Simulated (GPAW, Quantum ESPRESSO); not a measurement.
# BN (P6_3/mmc): the N K absorption edge, part 4 of 6

Do two independent programs agree on the N K edge of BN (P6_3/mmc)? The same cell and functional are run with XSpectra and with GPAW.

Quantum ESPRESSO 7.5 and GPAW 26.7.0; core-hole supercells, plane-wave PAW PBE.

So far. Step 8 (Spectrum with FCH, N atom 1 (Quantum ESPRESSO)): The hole costs E(hole) − E(ground) = 398.35 eV, and the lowest empty level of the hole cell lies at 8.86 eV, which puts the zero at 407.21 eV. One term is added: -7.82 eV, since the hole is spin-paired here and a spin-polarised one costs that much less in the free atom (computed apart). The photon energy is then 399.39 eV. The functional and the charged cell's background leave an error of a few eV in such absolute values.

The database entry behind the starting cell differs from later determinations by our own check (about 0.3 % short, minor phase), so it need not match the best structure at ambient conditions.

## 12. The field without a hole (GPAW)

Level of this step: plane-wave PAW DFT, PBE, self-consistent field (GPAW).

The second program starts from its own ground state, on the same cell and functional.

The input, scf.py:

```python
import numpy as np
from ase import Atoms
from ase.parallel import parprint, paropen
from gpaw import GPAW, PW, FermiDirac, Mixer, MixerDif, setup_paths
from gpaw.test import gen
setup_paths.insert(0, '.')
gen('N', name='nch1s', xcname='PBE', corehole=(1, 0, 0), write_xml=True)
from gpaw.mpi import world
world.barrier()

atoms = Atoms('N2B2',
    cell=[[2.49824, 0, 0],
     [-1.24912, 2.1635393, 0],
     [0, 0, 6.6357]],
    scaled_positions=[[0.66666667, 0.33333333, 0.25],
     [0.33333333, 0.66666667, 0.75],
     [0.66666667, 0.33333333, 0.75],
     [0.33333333, 0.66666667, 0.25]],
    pbc=True)
atoms.calc = calc = GPAW(legacy_gpaw=True, mode=PW(500, force_complex_dtype=True), xc='PBE', setups={0: 'nch1s'},
    kpts={'size': (11, 11, 4), 'gamma': True}, occupations=FermiDirac(0.05),
    charge=0, mixer=Mixer(0.1, 5, 50), maxiter=150,
    convergence={'density': 0.0001, 'eigenstates': 1e-6}, txt='scf.txt')
energy = atoms.get_potential_energy() + calc.get_reference_energy()
ef = calc.get_fermi_level()
out = dict(energy=energy, fermi=ef, forces=atoms.get_forces().tolist())
parprint(f'all-electron energy {energy:.4f} eV, Fermi level {ef:.4f} eV')
ev = np.array([[calc.get_eigenvalues(k, s) for k in range(len(calc.get_ibz_k_points()))] for s in range(calc.get_number_of_spins())])
out['homo'], out['lumo'], out['counts'] = ev[ev < ef].max(), ev[ev > ef].min(), sorted(set((ev < ef).sum((0, 2)).tolist()))
out['filled'] = (ev[:, 0] < ef).sum(1).tolist()
import json
with paropen('out.json', 'w') as f:
    json.dump(out, f)
```

On the command line:

```
> OMP_NUM_THREADS=1 mpirun -n 4 gpaw python scf.py
```

Numbers of over 12 decimals in the logs are rounded to 6 here.

Log:

```text
Input parameters:
  convergence: {density: 0.0001,
                eigenstates: 1e-06}
  kpts: {gamma: True,
         size: (11, 11, 4)}
  maxiter: 150
  mixer: {backend: pulay,
          beta: 0.1,
          method: separate,
          nmaxold: 5,
          weight: 50}
  mode: {ecut: 500.0,
         force_complex_dtype: True,
         name: pw}
  occupations: {fixmagmom: False,
                name: fermi-dirac,
[...]
--------------------------------
2s(2) :    -0.682897     1.073459
*s    :     0.317103
2p(3) :    -0.260504     0.953429
*p    :     0.739496
*d    :     0.000000
--------------------------------

Diagonalizing with gridspacing h=0.050

state   all-electron     PAW
-------------------------------
2s:      -0.682897    -0.683965
2p:      -0.260504    -0.262602
*d:                    0.047814
*f:                    0.075943
-------------------------------
all-electron energy -4336.4125 eV, Fermi level 5.2353 eV
[key lines of the parts left out:]
Converged after 12 iterations.
Dipole moment: (-0.000000, 0.000000, 0.000000) |e|*Ang
Free energy:    -33.990293
Fermi level: 5.23525
```

Wall time 10 s (4 MPI ranks of Arm Neoverse V1, shared host); peak memory 0.18 GiB; 40 s of CPU time.

The mesh shows a gap of 4.32 eV, so the hole is first treated in a charged cell, without the excited electron.

## 13. Spectrum without a core hole, N atom 1 (GPAW)

Without a hole the spectrum is the empty density of states of the right symmetry on the absorber, weighted by matrix elements. It needs only the small cell and serves as the baseline. The data set with a hole of occupation 0 only carries the core orbital.

The input, xas.py:

```python
import numpy as np
from ase import Atoms
from ase.parallel import parprint, paropen
from gpaw import GPAW, PW, FermiDirac, Mixer, MixerDif, setup_paths
from gpaw.test import gen
setup_paths.insert(0, '.')
gen('N', name='nch1s', xcname='PBE', corehole=(1, 0, 0), write_xml=True)
from gpaw.mpi import world
world.barrier()

atoms = Atoms('N2B2',
    cell=[[2.49824, 0, 0],
     [-1.24912, 2.1635393, 0],
     [0, 0, 6.6357]],
    scaled_positions=[[0.66666667, 0.33333333, 0.25],
     [0.33333333, 0.66666667, 0.75],
     [0.66666667, 0.33333333, 0.75],
     [0.33333333, 0.66666667, 0.25]],
    pbc=True)
atoms.calc = calc = GPAW(legacy_gpaw=True, mode=PW(500, force_complex_dtype=True), xc='PBE', setups={0: 'nch1s'},
    kpts={'size': (11, 11, 4), 'gamma': True}, occupations=FermiDirac(0.02),
    charge=0, mixer=Mixer(0.1, 5, 50), maxiter=150,
    convergence={'density': 0.0001, 'eigenstates': 1e-6}, txt='scf.txt')
energy = atoms.get_potential_energy() + calc.get_reference_energy()
ef = calc.get_fermi_level()
out = dict(energy=energy, fermi=ef, forces=atoms.get_forces().tolist())
parprint(f'all-electron energy {energy:.4f} eV, Fermi level {ef:.4f} eV')
ev = np.array([[calc.get_eigenvalues(k, s) for k in range(len(calc.get_ibz_k_points()))] for s in range(calc.get_number_of_spins())])
out['homo'], out['lumo'], out['counts'] = ev[ev < ef].max(), ev[ev > ef].min(), sorted(set((ev < ef).sum((0, 2)).tolist()))
out['filled'] = (ev[:, 0] < ef).sum(1).tolist()

from ase.units import Ha
from gpaw.xas import dipole_matrix_elements
nb = int(calc.get_number_of_electrons() / 2) + 25
top = nb
nscf = calc.fixed_density(kpts={'size': (10, 10, 4), 'gamma': True},
    convergence={'eigenstates': 1.0}, txt='nscf.txt')
nscf.diagonalize_full_hamiltonian(nbands=nb)
cell = atoms.cell.array
ops = [cell.T @ U.T @ np.linalg.inv(cell.T) for U in nscf.wfs.kd.symmetry.op_scc]
filled = [8]  # bands filled in the ground state, by spin
E = np.arange(-25, 34, 0.1)
fwhm = np.interp(E, [4, 25], [0.9, 3.5])
Y, X, zero, highest = 0, 0, 1e9, 1e9
for spin in range(nscf.get_number_of_spins()):
    wfs = nscf.wfs
    mine = wfs.bd.get_slice()  # this rank's bands
    A = dipole_matrix_elements(wfs.setups[0])
    eps = np.zeros((wfs.kd.nibzkpts, nb))
    d = np.zeros((3, A.shape[1], wfs.kd.nibzkpts, nb), complex)
    for kpt in wfs.kpt_u:
        if kpt.s == spin and 0 in kpt.P_ani:
            eps[kpt.k, mine] = kpt.eps_n * Ha
            d[:, :, kpt.k, mine] = (kpt.weight * wfs.nspins / 2) ** 0.5 * np.inner(A, kpt.P_ani[0])
    world.sum(eps)
    world.sum(d)
    T = np.einsum('amkn,bmkn->abkn', d, d.conj()).real
    T = sum(np.einsum('ai,ijkn,bj->abkn', R, T, R) for R in ops) / len(ops)
    empty = np.ones_like(eps, bool) & (np.arange(nb) >= filled[spin])
    zero, highest = min(zero, eps[empty].min()), min(highest, eps[:, top - 1].min())
    lines = [(eps, T, empty)] if spin == 0 else lines + [(eps, T, empty)]
for eps, T, empty in lines:
    f = np.einsum('aakn->akn', T).reshape(3, -1)
    x = eps.ravel() - zero
    w = np.interp(x, E, fwhm) / 2.35482
    g = np.exp(-0.5 * ((E[:, None] - x) / w) ** 2) / (w * (2 * np.pi) ** 0.5)
    Y = Y + (f * empty.ravel()) @ g.T
    X = X + (f * ~empty.ravel()) @ g.T
out.update(E=E.round(2).tolist(), xas=Y.tolist(), xes=X.tolist(), zero=zero, valid=highest - zero, nk=len(eps), nb=nb)
for i in range(0, len(E), 10):
    parprint(f'{E[i]:7.2f}', *(f'{v:10.3e}' for v in Y[:, i]))
import json
with paropen('out.json', 'w') as f:
    json.dump(out, f)
```

On the command line:

```
> OMP_NUM_THREADS=1 mpirun -n 4 gpaw python xas.py
```

Log:

```text
Input parameters:
  convergence: {density: 0.0001,
                eigenstates: 1e-06}
  kpts: {gamma: True,
         size: (11, 11, 4)}
  maxiter: 150
  mixer: {backend: pulay,
          beta: 0.1,
          method: separate,
          nmaxold: 5,
          weight: 50}
  mode: {ecut: 500.0,
         force_complex_dtype: True,
         name: pw}
  occupations: {fixmagmom: False,
                name: fermi-dirac,
[...]
*p    :     0.739496
*d    :     0.000000
--------------------------------

Diagonalizing with gridspacing h=0.050

state   all-electron     PAW
-------------------------------
2s:      -0.682897    -0.683965
2p:      -0.260504    -0.262602
*d:                    0.047814
*f:                    0.075943
-------------------------------
all-electron energy -4336.4125 eV, Fermi level 4.7353 eV
[...]
32.00  4.129e-05  4.129e-05  1.123e-04
  33.00  4.309e-05  4.309e-05  7.470e-05
[key lines of the parts left out:]
Converged after 12 iterations.
Dipole moment: (-0.000000, 0.000000, 0.000000) |e|*Ang
Free energy:    -33.990293
Fermi level: 4.73525
```

It took 67 s on 4 MPI ranks; peak memory 0.3 GiB.

The N K spectrum, N atom 1, no core hole (energy from the lowest empty level; intensity scaled to a mean of 1 over the first 20 eV; polarised curves are means over the symmetry-equivalent atoms):

| E (eV) | isotropic | ε ⊥ c | ε ∥ c |
| --- | --- | --- | --- |
| -2.0 | 0.00 | 0.00 | 0.00 |
| -1.0 | 0.00 | 0.00 | 0.00 |
| 0.0 | 0.04 | 0.00 | 0.13 |
| 1.0 | 0.41 | 0.01 | 1.22 |
| 2.0 | 0.55 | 0.03 | 1.58 |
| 3.0 | 0.80 | 0.08 | 2.25 |
| 4.0 | 0.80 | 0.07 | 2.26 |
| 5.0 | 0.73 | 0.16 | 1.88 |
| 6.0 | 0.56 | 0.35 | 0.96 |
| 7.0 | 0.79 | 0.80 | 0.77 |
| 8.0 | 1.31 | 1.48 | 0.97 |
| 9.0 | 1.47 | 1.76 | 0.88 |
| 10.0 | 0.99 | 1.26 | 0.44 |
| 11.0 | 0.75 | 1.02 | 0.22 |
| 12.0 | 0.73 | 1.02 | 0.16 |
| 13.0 | 0.93 | 1.28 | 0.23 |
| 14.0 | 1.15 | 1.48 | 0.48 |
| 15.0 | 1.45 | 1.85 | 0.63 |
| 16.0 | 1.82 | 2.40 | 0.66 |
| 17.0 | 1.82 | 2.33 | 0.79 |
| 18.0 | 1.45 | 1.65 | 1.05 |
| 19.0 | 1.04 | 1.01 | 1.10 |
| 20.0 | 0.71 | 0.63 | 0.86 |
| 21.0 | 0.53 | 0.51 | 0.57 |
| 22.0 | 0.50 | 0.56 | 0.38 |
| 23.0 | 0.54 | 0.66 | 0.29 |
| 24.0 | 0.55 | 0.68 | 0.29 |
| 25.0 | 0.54 | 0.63 | 0.37 |
| 26.0 | 0.54 | 0.55 | 0.51 |
| 27.0 | 0.52 | 0.44 | 0.68 |
| 28.0 | 0.50 | 0.33 | 0.85 |
| 29.0 | 0.49 | 0.25 | 0.95 |
| 30.0 | 0.47 | 0.23 | 0.96 |

Main maxima below 24 eV (height): 3.2 eV (0.81), 8.7 eV (1.52) and 16.5 eV (1.88). A K edge sees empty p states; at this planar three-fold site the curve for the electric vector normal to the plane peaks at 3.1 eV, where it is mainly π* that absorbs: that direction carries over 70 % of the weight there.

The same matrix elements for filled bands give the N K emission of N atom 1 (ground-state approximation; energy from the lowest empty level, largest value 1):

| E (eV) | emission |
| --- | --- |
| -24.00 | 0.00 |
| -23.25 | 0.00 |
| -22.50 | 0.00 |
| -21.75 | 0.00 |
| -21.00 | 0.01 |
| -20.25 | 0.01 |
| -19.50 | 0.01 |
| -18.75 | 0.01 |
| -18.00 | 0.00 |
| -17.25 | 0.00 |
| -16.50 | 0.00 |
| -15.75 | 0.00 |
| -15.00 | 0.00 |
| -14.25 | 0.00 |
| -13.50 | 0.09 |
| -12.75 | 0.43 |
| -12.00 | 0.43 |
| -11.25 | 0.35 |
| -10.50 | 0.40 |
| -9.75 | 0.58 |
| -9.00 | 0.79 |
| -8.25 | 1.00 |
| -7.50 | 0.88 |
| -6.75 | 0.77 |
| -6.00 | 0.79 |
| -5.25 | 0.65 |
| -4.50 | 0.46 |
| -3.75 | 0.06 |
| -3.00 | 0.00 |
| -2.25 | 0.00 |
| -1.50 | 0.00 |
| -0.75 | 0.00 |
| 0.00 | 0.00 |
| 0.75 | 0.00 |
| 1.50 | 0.00 |
| 2.25 | 0.00 |
| 3.00 | 0.00 |

Emission maxima: -12.4 eV (0.49), -8.4 eV (1.00) and -6.4 eV (0.80).

## 14. Supercell without a hole, the energy reference (GPAW)

Total energies of two programs can't be mixed, so the cell and mesh of GPAW's hole run get a reference energy of their own.

scf.py: that of step 12 with these lines changed.

```diff
@@ -10,13 +10,37 @@
 
-atoms = Atoms('N2B2',
-    cell=[[2.49824, 0, 0],
-     [-1.24912, 2.1635393, 0],
+atoms = Atoms('N14B14',
+    cell=[[6.2456, 2.1635393, 0],
+     [-4.99648, 4.32707861, 0],
      [0, 0, 6.6357]],
-    scaled_positions=[[0.66666667, 0.33333333, 0.25],
+    scaled_positions=[[0.23809524, 0.04761905, 0.25],
+     [0.38095238, 0.47619048, 0.25],
+     [0.52380952, 0.9047619, 0.25],
+     [0.66666667, 0.33333333, 0.25],
+     [0.80952381, 0.76190476, 0.25],
+     [0.95238095, 0.19047619, 0.25],
+     [0.0952381, 0.61904762, 0.25],
+     [0.19047619, 0.23809524, 0.75],
      [0.33333333, 0.66666667, 0.75],
+     [0.47619048, 0.0952381, 0.75],
+     [0.61904762, 0.52380952, 0.75],
+     [0.76190476, 0.95238095, 0.75],
+     [0.9047619, 0.38095238, 0.75],
+     [0.04761905, 0.80952381, 0.75],
+     [0.23809524, 0.04761905, 0.75],
+     [0.38095238, 0.47619048, 0.75],
+     [0.52380952, 0.9047619, 0.75],
      [0.66666667, 0.33333333, 0.75],
-     [0.33333333, 0.66666667, 0.25]],
+     [0.80952381, 0.76190476, 0.75],
+     [0.95238095, 0.19047619, 0.75],
+     [0.0952381, 0.61904762, 0.75],
+     [0.19047619, 0.23809524, 0.25],
+     [0.33333333, 0.66666667, 0.25],
+     [0.47619048, 0.0952381, 0.25],
+     [0.61904762, 0.52380952, 0.25],
+     [0.76190476, 0.95238095, 0.25],
+     [0.9047619, 0.38095238, 0.25],
+     [0.04761905, 0.80952381, 0.25]],
     pbc=True)
 atoms.calc = calc = GPAW(legacy_gpaw=True, mode=PW(500, force_complex_dtype=True), xc='PBE', setups={0: 'nch1s'},
-    kpts={'size': (11, 11, 4), 'gamma': True}, occupations=FermiDirac(0.05),
+    kpts={'size': (3, 3, 3), 'gamma': True}, occupations=FermiDirac(0.02),
     charge=0, mixer=Mixer(0.1, 5, 50), maxiter=150,
```

On the command line:

```
> OMP_NUM_THREADS=1 mpirun -n 4 gpaw python scf.py
```

Log:

```text
Input parameters:
  convergence: {density: 0.0001,
                eigenstates: 1e-06}
  kpts: {gamma: True,
         size: (3, 3, 3)}
  maxiter: 150
  mixer: {backend: pulay,
          beta: 0.1,
          method: separate,
          nmaxold: 5,
          weight: 50}
  mode: {ecut: 500.0,
         force_complex_dtype: True,
         name: pw}
  occupations: {fixmagmom: False,
                name: fermi-dirac,
[...]
--------------------------------
2s(2) :    -0.682897     1.073459
*s    :     0.317103
2p(3) :    -0.260504     0.953429
*p    :     0.739496
*d    :     0.000000
--------------------------------

Diagonalizing with gridspacing h=0.050

state   all-electron     PAW
-------------------------------
2s:      -0.682897    -0.683965
2p:      -0.260504    -0.262602
*d:                    0.047814
*f:                    0.075943
-------------------------------
all-electron energy -30354.8978 eV, Fermi level 4.8214 eV
[key lines of the parts left out:]
Converged after 16 iterations.
Dipole moment: (-0.000000, -0.000008, 0.000000) |e|*Ang
Free energy:   -237.942753
Fermi level: 4.82141
```

Run time: 75 s. Hardware: 4 MPI ranks; peak memory 0.39 GiB; 5 min of CPU time.

Reference energy: -30354.898 eV with the cores included.

(Part 4 of 6 ends here.)

[Banner, clock and machine lines of the logs are left out without a mark of their own.]

[Logs are printed without paths, hosts, clocks, repeated set-up lines and the standing remarks that a program may print on its own settings, such as how far it seeks lower states.]

[Hosts, paths, dates, database ids (printed as entryN), source tags and the programs' standing remarks are cut or masked in the printed files.]

[Lists of maxima count a maximum above −3 eV only where it reaches 4 % of the highest in the window and stands out from its surroundings by 2 % of it (1.5 % where it reaches 55 %); shoulders and weaker maxima are passed over, and of the rest the first, up to two pre-edge ones and the few strongest are named.]
